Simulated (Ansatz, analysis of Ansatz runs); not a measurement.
## PaCl5 (C2/c): a line between two Pa sites for an added electron

Aim: the energy barrier that a trapped electron meets when it moves from one Pa atom to another one nearby in PaCl5 (C2/c). The model is a cell of 48 host atoms.

Main program and level: Ansatz 0.2.0; plane-wave PAW DFT, PBEsol+U; relaxation of all atoms of a supercell at fixed charge in a uniform background.

Report form: the programs' logs are mostly left out.

In doubt: warnings of the run leave room for a lower electronic state (Ansatz), so energies may not be the lowest and differences between runs may mislead.

## 1. The starting structure

The cell holds 48 atoms: 8 Pa and 40 Cl. Its edges and angles: a = 14.540 Å, b = 10.063 Å, c = 14.551 Å, α = 69.7°, β = 54.7°, γ = 69.8°. It derives from PaCl5 (space group C2/c). Nearest the centre at fractional (0.750, 0.750, 0.250): Cl47 at 1.57 Å, Cl11 at 1.57 Å, Pa3 at 2.24 Å, Pa7 at 2.24 Å, Cl35 at 3.31 Å, Cl27 at 3.31 Å, Cl40 at 3.31 Å, Cl32 at 3.31 Å.

Hubbard terms: Pa f 5.0 eV. They were chosen, not fitted, to curb self-interaction in the shells named, the trial site's among them. The two sites are Pa7 and Pa3. The cell's shortest repeat is 10.1 Å.

## 2. The cell without the carrier

The neutral cell is relaxed first, from small random displacements, so that bond lengths and moments with the carrier can be set beside those of a relaxed cell without it.

Input file neutral.relax/input.yaml:

```yaml
crystal:
  lattice:
    - [-2.38734106, 11.90191146, 8.00281413]
    - [5.98336663, 0.0, 8.09152629]
    - [8.37070769, 11.90191146, 0.08871217]
  atoms:
    - { symbol: Pa, position: [0.341083, 0.408917, 0.091083] }
    - { symbol: Pa, position: [0.341083, 0.408917, 0.591083] }
    - { symbol: Pa, position: [0.841083, 0.908917, 0.091083] }
    - { symbol: Pa, position: [0.841083, 0.908917, 0.591083] }
    - { symbol: Pa, position: [0.158917, 0.091083, 0.408917] }
    - { symbol: Pa, position: [0.158917, 0.091083, 0.908917] }
    - { symbol: Pa, position: [0.658917, 0.591083, 0.408917] }
    - { symbol: Pa, position: [0.658917, 0.591083, 0.908917] }
[... 36 atom lines left out ...]
    - { symbol: Cl, position: [0.343786, 0.221352, 0.279727] }
    - { symbol: Cl, position: [0.343786, 0.221352, 0.779727] }
    - { symbol: Cl, position: [0.843786, 0.721352, 0.279727] }
    - { symbol: Cl, position: [0.843786, 0.721352, 0.779727] }
basis:
  ecutwfc: 420
  xc_grid: 2
hamiltonian:
  xc: pbesol
  hubbard: { sites: [{ species: Pa, l: f, u_eff: 5.0 }] }
kpoints:
  mp_grid: { grid: [1, 1, 1] }
scf:
  occupations: { method: fermi_dirac, width: 0.01 }
  max_iter: 120
  lower_state_search: "off"
output:
  forces: true
relax:
  f_tol: 0.02
  max_steps: 70
  random_displacement: { amplitude: 0.04, seed: 5850 }
checkpoint:
  write: "../neutral.relax.run"
  compress: false
  write_wavefunctions: true
  write_every: 100000
```

The run is started by

```console
$ ansatz run input.yaml --threads 4 --pin off --max-ram 9420MiB --backend cpu --events-out ev --progress --plain --runs-dir out
```

Elapsed: 60 s, on 4 threads of Arm Neoverse V2, shared host; peak memory 1.7 GiB; 3.8 min of CPU time.

The largest displacement from an ideal site is 0.049 Å.

## 3. The electron on the first site

The nearest neighbour or neighbours of the site start displaced and the site's starting moment is changed by the carrier's spin, since a carrier doesn't trap itself in the undistorted lattice.

Input file A.relax/input.yaml:

```yaml
crystal:
  lattice:
    - [-2.38734106, 11.90191146, 8.00281413]
    - [5.98336663, 0.0, 8.09152629]
    - [8.37070769, 11.90191146, 0.08871217]
  atoms:
    - { symbol: Pa, position: [0.340412, 0.410142, 0.090124] }
    - { symbol: Pa, position: [0.339632, 0.410772, 0.591144] }
    - { symbol: Pa, position: [0.840781, 0.908728, 0.089955] }
    - { symbol: Pa, position: [0.8407, 0.909545, 0.589825] }
    - { symbol: Pa, position: [0.161516, 0.088277, 0.409496] }
    - { symbol: Pa, position: [0.160369, 0.089669, 0.910996] }
    - { symbol: Pa, position: [0.660742, 0.588971, 0.410406], spin: 1.0 }
    - { symbol: Pa, position: [0.660408, 0.590311, 0.91065] }
[... 36 atom lines left out ...]
    - { symbol: Cl, position: [0.346949, 0.218987, 0.278059] }
    - { symbol: Cl, position: [0.345131, 0.221519, 0.780189] }
    - { symbol: Cl, position: [0.8552, 0.723956, 0.272456] }
    - { symbol: Cl, position: [0.845934, 0.720799, 0.779126] }
total_charge: -1
basis:
  ecutwfc: 420
  xc_grid: 2
hamiltonian:
  xc: pbesol
  hubbard: { sites: [{ species: Pa, l: f, u_eff: 5.0 }] }
kpoints:
  mp_grid: { grid: [1, 1, 1] }
magnetization:
  spin_polarized: true
  initial_magnetization: 1
  spin_locking: { lock_magnetization: hard }
scf:
  occupations: { method: fermi_dirac, width: 0.01 }
  max_iter: 120
  lower_state_search: "off"
output:
  forces: true
relax:
  f_tol: 0.015
  max_steps: 70
  escape_saddle: false
checkpoint:
  write: "../A.relax.run"
  compress: false
  write_wavefunctions: true
  write_every: 100000
```

It took 2.3 min on 4 threads; peak memory 2.6 GiB.

Relaxation path:

| step | energy less that of the first step (eV) | largest force component (eV/Å) |
| --- | --- | --- |
| 1 | 0.0000 | 0.4697 |
| 2 | -0.0424 | 0.4057 |
| 3 | -0.1183 | 0.1198 |
| 4 | -0.1207 | 0.0590 |
| 5 | -0.1215 | 0.0102 |
| 6 | -0.1215 | 0.0102 |

The atoms that moved most (Å):

| atom | dx | dy | dz | length |
| --- | --- | --- | --- | --- |
| Cl24 | -0.025 | -0.010 | 0.083 | 0.087 |
| Cl21 | 0.023 | -0.009 | -0.081 | 0.084 |
| Cl32 | -0.029 | -0.070 | -0.008 | 0.076 |
| Cl27 | 0.029 | -0.069 | 0.010 | 0.075 |
| Pa7 | 0.000 | 0.066 | 0.001 | 0.066 |
| Cl13 | -0.005 | 0.058 | 0.016 | 0.060 |
| Cl11 | 0.003 | 0.058 | -0.014 | 0.059 |
| Cl35 | -0.006 | -0.007 | 0.038 | 0.039 |

The moves above count from the input, in which the site's nearest neighbours were already displaced; the distances below compare with the cell without the carrier.

Distances from Pa7 without and with the electron:

| atom | without (Å) | with (Å) |
| --- | --- | --- |
| Cl27 | 2.48 | 2.58 |
| Cl32 | 2.48 | 2.58 |
| Cl20 | 2.51 | 2.58 |
| Cl47 | 2.72 | 2.79 |
| Cl44 | 2.72 | 2.79 |
| Cl13 | 2.78 | 2.90 |
| Cl11 | 2.78 | 2.90 |

The largest changes of the moments are 0.88 μB on Pa7, -0.01 μB on Cl27 and -0.01 μB on Cl32. The largest part sits on the chosen site.

## 4. The electron on the second site

The same start is made on the second site, to get the end of the hop.

Input file B.relax/input.yaml:

```yaml
crystal:
  lattice:
    - [-2.38734106, 11.90191146, 8.00281413]
    - [5.98336663, 0.0, 8.09152629]
    - [8.37070769, 11.90191146, 0.08871217]
  atoms:
    - { symbol: Pa, position: [0.340412, 0.410142, 0.090124] }
    - { symbol: Pa, position: [0.339632, 0.410772, 0.591144] }
    - { symbol: Pa, position: [0.840781, 0.908728, 0.089955], spin: 1.0 }
[... 3 atom lines left out ...]
    - { symbol: Pa, position: [0.660742, 0.588971, 0.410406] }
[... 3 atom lines left out ...]
    - { symbol: Cl, position: [0.647347, 0.771953, 0.226874] }
[... 15 atom lines left out ...]
    - { symbol: Cl, position: [0.766489, 0.395223, 0.295828] }
[... 4 atom lines left out ...]
    - { symbol: Cl, position: [0.546412, 0.791375, 0.516369] }
[... 14 atom lines left out ...]
    - { symbol: Cl, position: [0.84713, 0.70991, 0.286407] }
    - { symbol: Cl, position: [0.845934, 0.720799, 0.779126] }
total_charge: -1
basis:
  ecutwfc: 420
  xc_grid: 2
hamiltonian:
  xc: pbesol
  hubbard: { sites: [{ species: Pa, l: f, u_eff: 5.0 }] }
kpoints:
  mp_grid: { grid: [1, 1, 1] }
magnetization:
  spin_polarized: true
  initial_magnetization: 1
  spin_locking: { lock_magnetization: hard }
scf:
  occupations: { method: fermi_dirac, width: 0.01 }
  max_iter: 120
  lower_state_search: "off"
output:
  forces: true
relax:
  f_tol: 0.015
  max_steps: 70
  escape_saddle: false
checkpoint:
  write: "../B.relax.run"
  compress: false
  write_wavefunctions: true
  write_every: 100000
```

It took 2.3 min on 4 threads; peak memory 2.6 GiB; 8.8 min of CPU time.

Distances from Pa3 without and with the electron:

| atom | without (Å) | with (Å) |
| --- | --- | --- |
| Cl40 | 2.48 | 2.58 |
| Cl35 | 2.48 | 2.58 |
| Cl24 | 2.51 | 2.58 |
| Cl11 | 2.72 | 2.79 |
| Cl16 | 2.72 | 2.79 |
| Cl47 | 2.78 | 2.90 |
| Cl41 | 2.78 | 2.90 |

The largest changes of the moments are 0.88 μB on Pa3, -0.01 μB on Cl35 and -0.01 μB on Cl40. The largest part sits on the chosen site.

## 5. Points on the line between the two structures

All atoms move on the straight line between the two relaxed structures, 3.44 amu^1/2 Å long in mass-weighted terms. Each point starts from the state of the point before, once from either end, so that both localised states can be followed; the midpoint is also started with the carrier shared.

Input file A.x0500/input.yaml:

```yaml
crystal:
  lattice:
    - [-2.38734106, 11.90191146, 8.00281413]
    - [5.98336663, 0.0, 8.09152629]
    - [8.37070769, 11.90191146, 0.08871217]
  atoms:
    - { symbol: Pa, position: [0.340912, 0.409613, 0.089829] }
    - { symbol: Pa, position: [0.340914, 0.411574, 0.589838] }
    - { symbol: Pa, position: [0.838386, 0.909416, 0.089685] }
[... 3 atom lines left out ...]
    - { symbol: Pa, position: [0.662999, 0.588954, 0.41038], spin: 1.0 }
[... 3 atom lines left out ...]
    - { symbol: Cl, position: [0.653236, 0.778452, 0.220718] }
[... 20 atom lines left out ...]
    - { symbol: Cl, position: [0.541772, 0.795735, 0.518179] }
[... 2 atom lines left out ...]
    - { symbol: Cl, position: [0.733786, 0.104631, 0.208472] }
[... 11 atom lines left out ...]
    - { symbol: Cl, position: [0.849241, 0.717972, 0.278228] }
    - { symbol: Cl, position: [0.846106, 0.720746, 0.778957] }
total_charge: -1
basis:
  ecutwfc: 420
  xc_grid: 2
hamiltonian:
  xc: pbesol
  hubbard: { sites: [{ species: Pa, l: f, u_eff: 5.0 }] }
kpoints:
  mp_grid: { grid: [1, 1, 1] }
magnetization:
  spin_polarized: true
  initial_magnetization: 1
  spin_locking: { lock_magnetization: hard }
scf:
  occupations: { method: fermi_dirac, width: 0.01 }
  max_iter: 120
  lower_state_search: "off"
output:
  forces: true
  eigenvalues: true
  eigenstates: { localisation: true }
  write_density: true
  write_potential: true
  volumetric_format: npy
checkpoint:
  read: "../A.x0375.run"
  write: "../A.x0500.run"
  compress: false
  write_wavefunctions: true
  write_every: 100000
```

Wall time 95 s (4 threads); peak memory 2.7 GiB; 6.2 min of CPU time.

From eigenstates.tsv, first k-point; energies on the run's zero. The participation number counts the atoms that a state is spread over, of 48; bands count from 0.

| spin | band | energy (eV) | occupation | participation | largest share on | share |
| --- | --- | --- | --- | --- | --- | --- |
| down | 186 | 1.258 | 1.00 | 3.8 | Cl27 | 0.47 |
| down | 187 | 1.289 | 1.00 | 2.9 | Cl32 | 0.46 |
| down | 188 | 1.302 | 1.00 | 2.9 | Cl32 | 0.53 |
| down | 189 | 1.512 | 1.00 | 2.7 | Cl32 | 0.43 |
| down | 190 | 1.540 | 1.00 | 1.8 | Cl20 | 0.74 |
| down | 191 | 1.652 | 1.00 | 2.9 | Cl20 | 0.51 |
| down | 192 | 3.736 | 0.00 | 4.2 | Pa1 | 0.36 |
| down | 193 | 3.779 | 0.00 | 3.7 | Pa3 | 0.47 |
| down | 194 | 3.795 | 0.00 | 1.9 | Pa3 | 0.73 |
| down | 195 | 3.802 | 0.00 | 4.6 | Pa3 | 0.39 |
| down | 196 | 3.817 | 0.00 | 1.9 | Pa3 | 0.71 |
| up | 187 | 1.293 | 1.00 | 2.8 | Cl32 | 0.44 |
| up | 188 | 1.304 | 1.00 | 2.8 | Cl32 | 0.53 |
| up | 189 | 1.444 | 1.00 | 2.8 | Cl32 | 0.43 |
| up | 190 | 1.540 | 1.00 | 1.8 | Cl20 | 0.74 |
| up | 191 | 1.659 | 1.00 | 2.9 | Cl20 | 0.51 |
| up | 192 | 1.926 | 1.00 | 1.4 | Pa7 | 0.83 |
| up | 193 | 3.736 | 0.00 | 4.2 | Pa1 | 0.36 |
| up | 194 | 3.779 | 0.00 | 3.5 | Pa3 | 0.49 |
| up | 195 | 3.794 | 0.00 | 1.9 | Pa3 | 0.73 |
| up | 196 | 3.802 | 0.00 | 4.7 | Pa3 | 0.38 |
| up | 197 | 3.816 | 0.00 | 1.9 | Pa3 | 0.71 |

Under PBEsol+U (5 eV) at the zone centre alone, the highest filled state is spin up, spread over 1 of 48 atoms, and the lowest empty one, 1.81 eV above it, is spin down, spread over 4 of 48 atoms.

The largest moments in the atoms' spheres: Pa7 0.87, Cl32 -0.01, Cl27 -0.01, Cl20 -0.01, Cl47 0.00, Cl44 0.00 μB.

Spin density in the ac plane at fractional y = 0.750, through the centre, with atoms of Cl within 0.45 Å of it.

Ten even steps from '0' (-0.60 × 1e-2 e/Å³) to '9' (1.67 × 1e-2 e/Å³), each cell a mean:
```
22222222222222222222222222222222222222222
22222222222222222222222222222222222222222
22222222222222222222222222222222222222222
22222222222222222222222222222222222222222
22222222222222222222222222222222222222222
22222222222222222222222222222222222222222
22222222222222222222222222222222222222222
22222222222222222222222222222222222222222
22222222222222222222222222222222222222222
22222222222222222222222222222222222222222
22222222222222222222100122222222222222222
22222222222222222222200002222222222222222
22222222222222222222222112333222222222222
22222222222222222222222344333332222222222
22222222222222222222222359953332222222222
22222222222222222222222236995322222222222
22222222222222222222222222344322112222222
22222222222222222222222221112222222212222
22222222222222222222222222211222222222222
22222222222222222222222222233222222222222
22222222222222222222222222222222222222222
22222222222222222222222222222222222222222
22222222222222222222222222222222222222222
22222222222222222222222222222222222222222
```
Columns run along a (14.5 Å), rows up along c (14.6 Å). Atoms in or near the plane, at fractional coordinates: Cl at (0.65, 0.22), Cl at (0.65, 0.72), Cl at (0.54, 0.02), Cl at (0.54, 0.52), Cl at (0.96, 0.48), Cl at (0.96, 0.98), Cl at (0.85, 0.28), Cl at (0.85, 0.78).

Valence density in the ac plane at fractional y = 0.750, through the centre, with atoms of Cl within 0.45 Å of it. It is the smooth field of the valence electrons, not physical close to the nuclei.

Values in e/Å³, 13 rows by 16 columns, each cell a mean:
```
0.6 0.0 0.0 0.0 0.0 0.0 0.0 0.0 0.3 0.9 0.3 0.0 0.0 0.0 0.6 1.5
0.2 0.0 0.0 0.0 0.1 0.0 0.0 0.1 0.1 0.1 0.1 0.1 0.2 0.2 0.0 0.2
0.0 0.0 0.0 0.0 0.1 0.1 0.0 0.0 0.1 0.5 0.7 0.2 0.8 1.3 0.5 0.0
0.0 0.0 0.1 0.1 0.0 0.0 0.0 0.0 0.0 0.5 1.5 1.0 0.3 1.0 0.9 0.1
0.1 0.0 0.0 0.1 0.1 0.0 0.0 0.1 0.1 0.0 0.3 0.6 0.2 0.1 0.2 0.1
0.1 0.1 0.0 0.0 0.0 0.0 0.0 0.4 1.1 0.5 0.0 0.0 0.0 0.2 0.5 0.2
0.3 0.0 0.0 0.0 0.0 0.0 0.0 0.1 0.9 1.3 0.2 0.0 0.0 0.1 1.1 1.4
0.5 0.0 0.0 0.0 0.0 0.0 0.1 0.1 0.1 0.3 0.2 0.1 0.0 0.0 0.2 0.8
0.0 0.0 0.0 0.0 0.1 0.0 0.0 0.1 0.1 0.2 0.2 0.1 0.6 0.8 0.1 0.0
0.0 0.0 0.0 0.0 0.0 0.1 0.0 0.0 0.0 0.7 1.3 0.5 0.5 1.4 1.0 0.1
0.0 0.0 0.0 0.1 0.0 0.0 0.0 0.0 0.0 0.2 1.0 1.1 0.2 0.3 0.5 0.1
0.1 0.1 0.0 0.0 0.0 0.0 0.0 0.2 0.4 0.1 0.1 0.2 0.1 0.1 0.2 0.1
0.1 0.0 0.0 0.0 0.0 0.0 0.0 0.3 1.4 1.1 0.1 0.0 0.0 0.1 0.9 0.7
```
Columns run along a (14.5 Å), rows up along c (14.6 Å). Atoms in or near the plane, at fractional coordinates: Cl at (0.65, 0.22), Cl at (0.65, 0.72), Cl at (0.54, 0.02), Cl at (0.54, 0.52), Cl at (0.96, 0.48), Cl at (0.96, 0.98), Cl at (0.85, 0.28), Cl at (0.85, 0.78).

Electrostatic potential energy in the ac plane at fractional y = 0.750, through the centre, with atoms of Cl within 0.45 Å of it. With pseudopotentials it is smooth inside the atoms' cores, unlike the true potential.

Ten even steps from '0' (-37 eV) to '9' (9 eV), each cell a mean:
```
68999999999999999999986336899999999985000
48999999999999999999999887889999999999732
89999999999999999999999888788999999999998
99999999999999999999999988888888767999999
99999999999999999999999887788887300379999
99999999999999999999999861026898620016999
99999999999999999999999983000489875336899
99999999999999999999999998632478888888999
99999999999999999999999999998889888888999
99999999999999999999878999999999988888899
99999999999999999998511489999999999877789
99999999999999999999730037999999999862136
69999999999999999999986447899999999984001
58999999999999999999999888899999999998633
89999999999999999999999988888999999999998
99999999999999999999999998888898777999999
99999999999999999999999987788998400379999
99999999999999999999999851126899720016999
99999999999999999999999973000589985336899
99999999999999999999999998521478888888999
99999999999999999999999999998889888888999
99999999999999999998778999999999988888899
99999999999999999998511379999999999877889
99999999999999999999730027999999999973237
```
Columns run along a (14.5 Å; values clipped at the 3rd and 97th percentile), rows up along c (14.6 Å). Atoms in or near the plane, at fractional coordinates: Cl at (0.65, 0.22), Cl at (0.65, 0.72), Cl at (0.54, 0.02), Cl at (0.54, 0.52), Cl at (0.96, 0.48), Cl at (0.96, 0.98), Cl at (0.85, 0.28), Cl at (0.85, 0.78).

Free energies from the first end:

| started from | fraction | energy (eV) | moment change on Pa7 (μB) | on Pa3 (μB) |
| --- | --- | --- | --- | --- |
| first site | 0 | 0.000 | 0.88 | 0.00 |
| first site | 0.125 | 0.013 | 0.88 | 0.00 |
| first site | 0.25 | 0.054 | 0.88 | 0.00 |
| first site | 0.375 | 0.121 | 0.87 | 0.00 |
| first site | 0.5 | 0.214 | 0.87 | 0.00 |
| first site | 0.625 | 0.334 | 0.86 | 0.00 |
| second site | 0.875 | 0.013 | 0.00 | 0.88 |
| second site | 0.75 | 0.054 | 0.00 | 0.88 |
| second site | 0.625 | 0.121 | 0.00 | 0.87 |
| second site | 0.5 | 0.214 | 0.00 | 0.87 |
| second site | 0.375 | 0.334 | 0.00 | 0.86 |
| shared | 0.5 | 0.448 | 0.53 | 0.52 |
| second site | 1 | 0.000 | 0.00 | 0.88 |

## 6. What came out

* barrier forward: 0.21 eV
* barrier backward: 0.21 eV
* distance of the two sites without the carrier: 4.50 Å
* carrier at the midpoint: on one site

**Reading.** On this line the electron must cross 0.21 eV to hop 4.50 Å; both ends have the same energy within 0.005 eV. At the midpoint the lowest state found keeps the carrier on one site, so the two localised curves cross in a cusp. This suggests weak coupling and a hop slower than the barrier alone implies, though U itself penalises the shared state. With an assumed attempt frequency of 1e13 per second the rate at 300 K would be 3e+09 per second for this barrier, if every crossing succeeded. A straight line need not be the lowest path, so the true barrier at this U can be lower, or higher if the ends can still break their symmetry. No run compares the localised electron with one spread in the band, so its binding is unknown and the barrier may exceed it. The program's search for lower electronic states was switched off in all runs, so that each state is followed; none is shown to be the lowest at its structure. No image-charge correction is applied; it nearly cancels along the line while the charge stays localised. What this leaves open: sampling at the zone centre alone can move energies of charged and open-shell states by tenths of an eV or more in cells of this size; gap and trapping depend on the U chosen (Pa f 5.0 eV); spin–orbit coupling, which can matter with heavy atoms, is left out.

[Logs are printed without paths, hosts, clocks, repeated set-up lines and the standing remarks that a program may print on its own settings, such as how far it seeks lower states.]

[Hosts, paths, dates, database ids (printed as entryN), source tags and the programs' standing remarks are cut or masked in the printed files.]
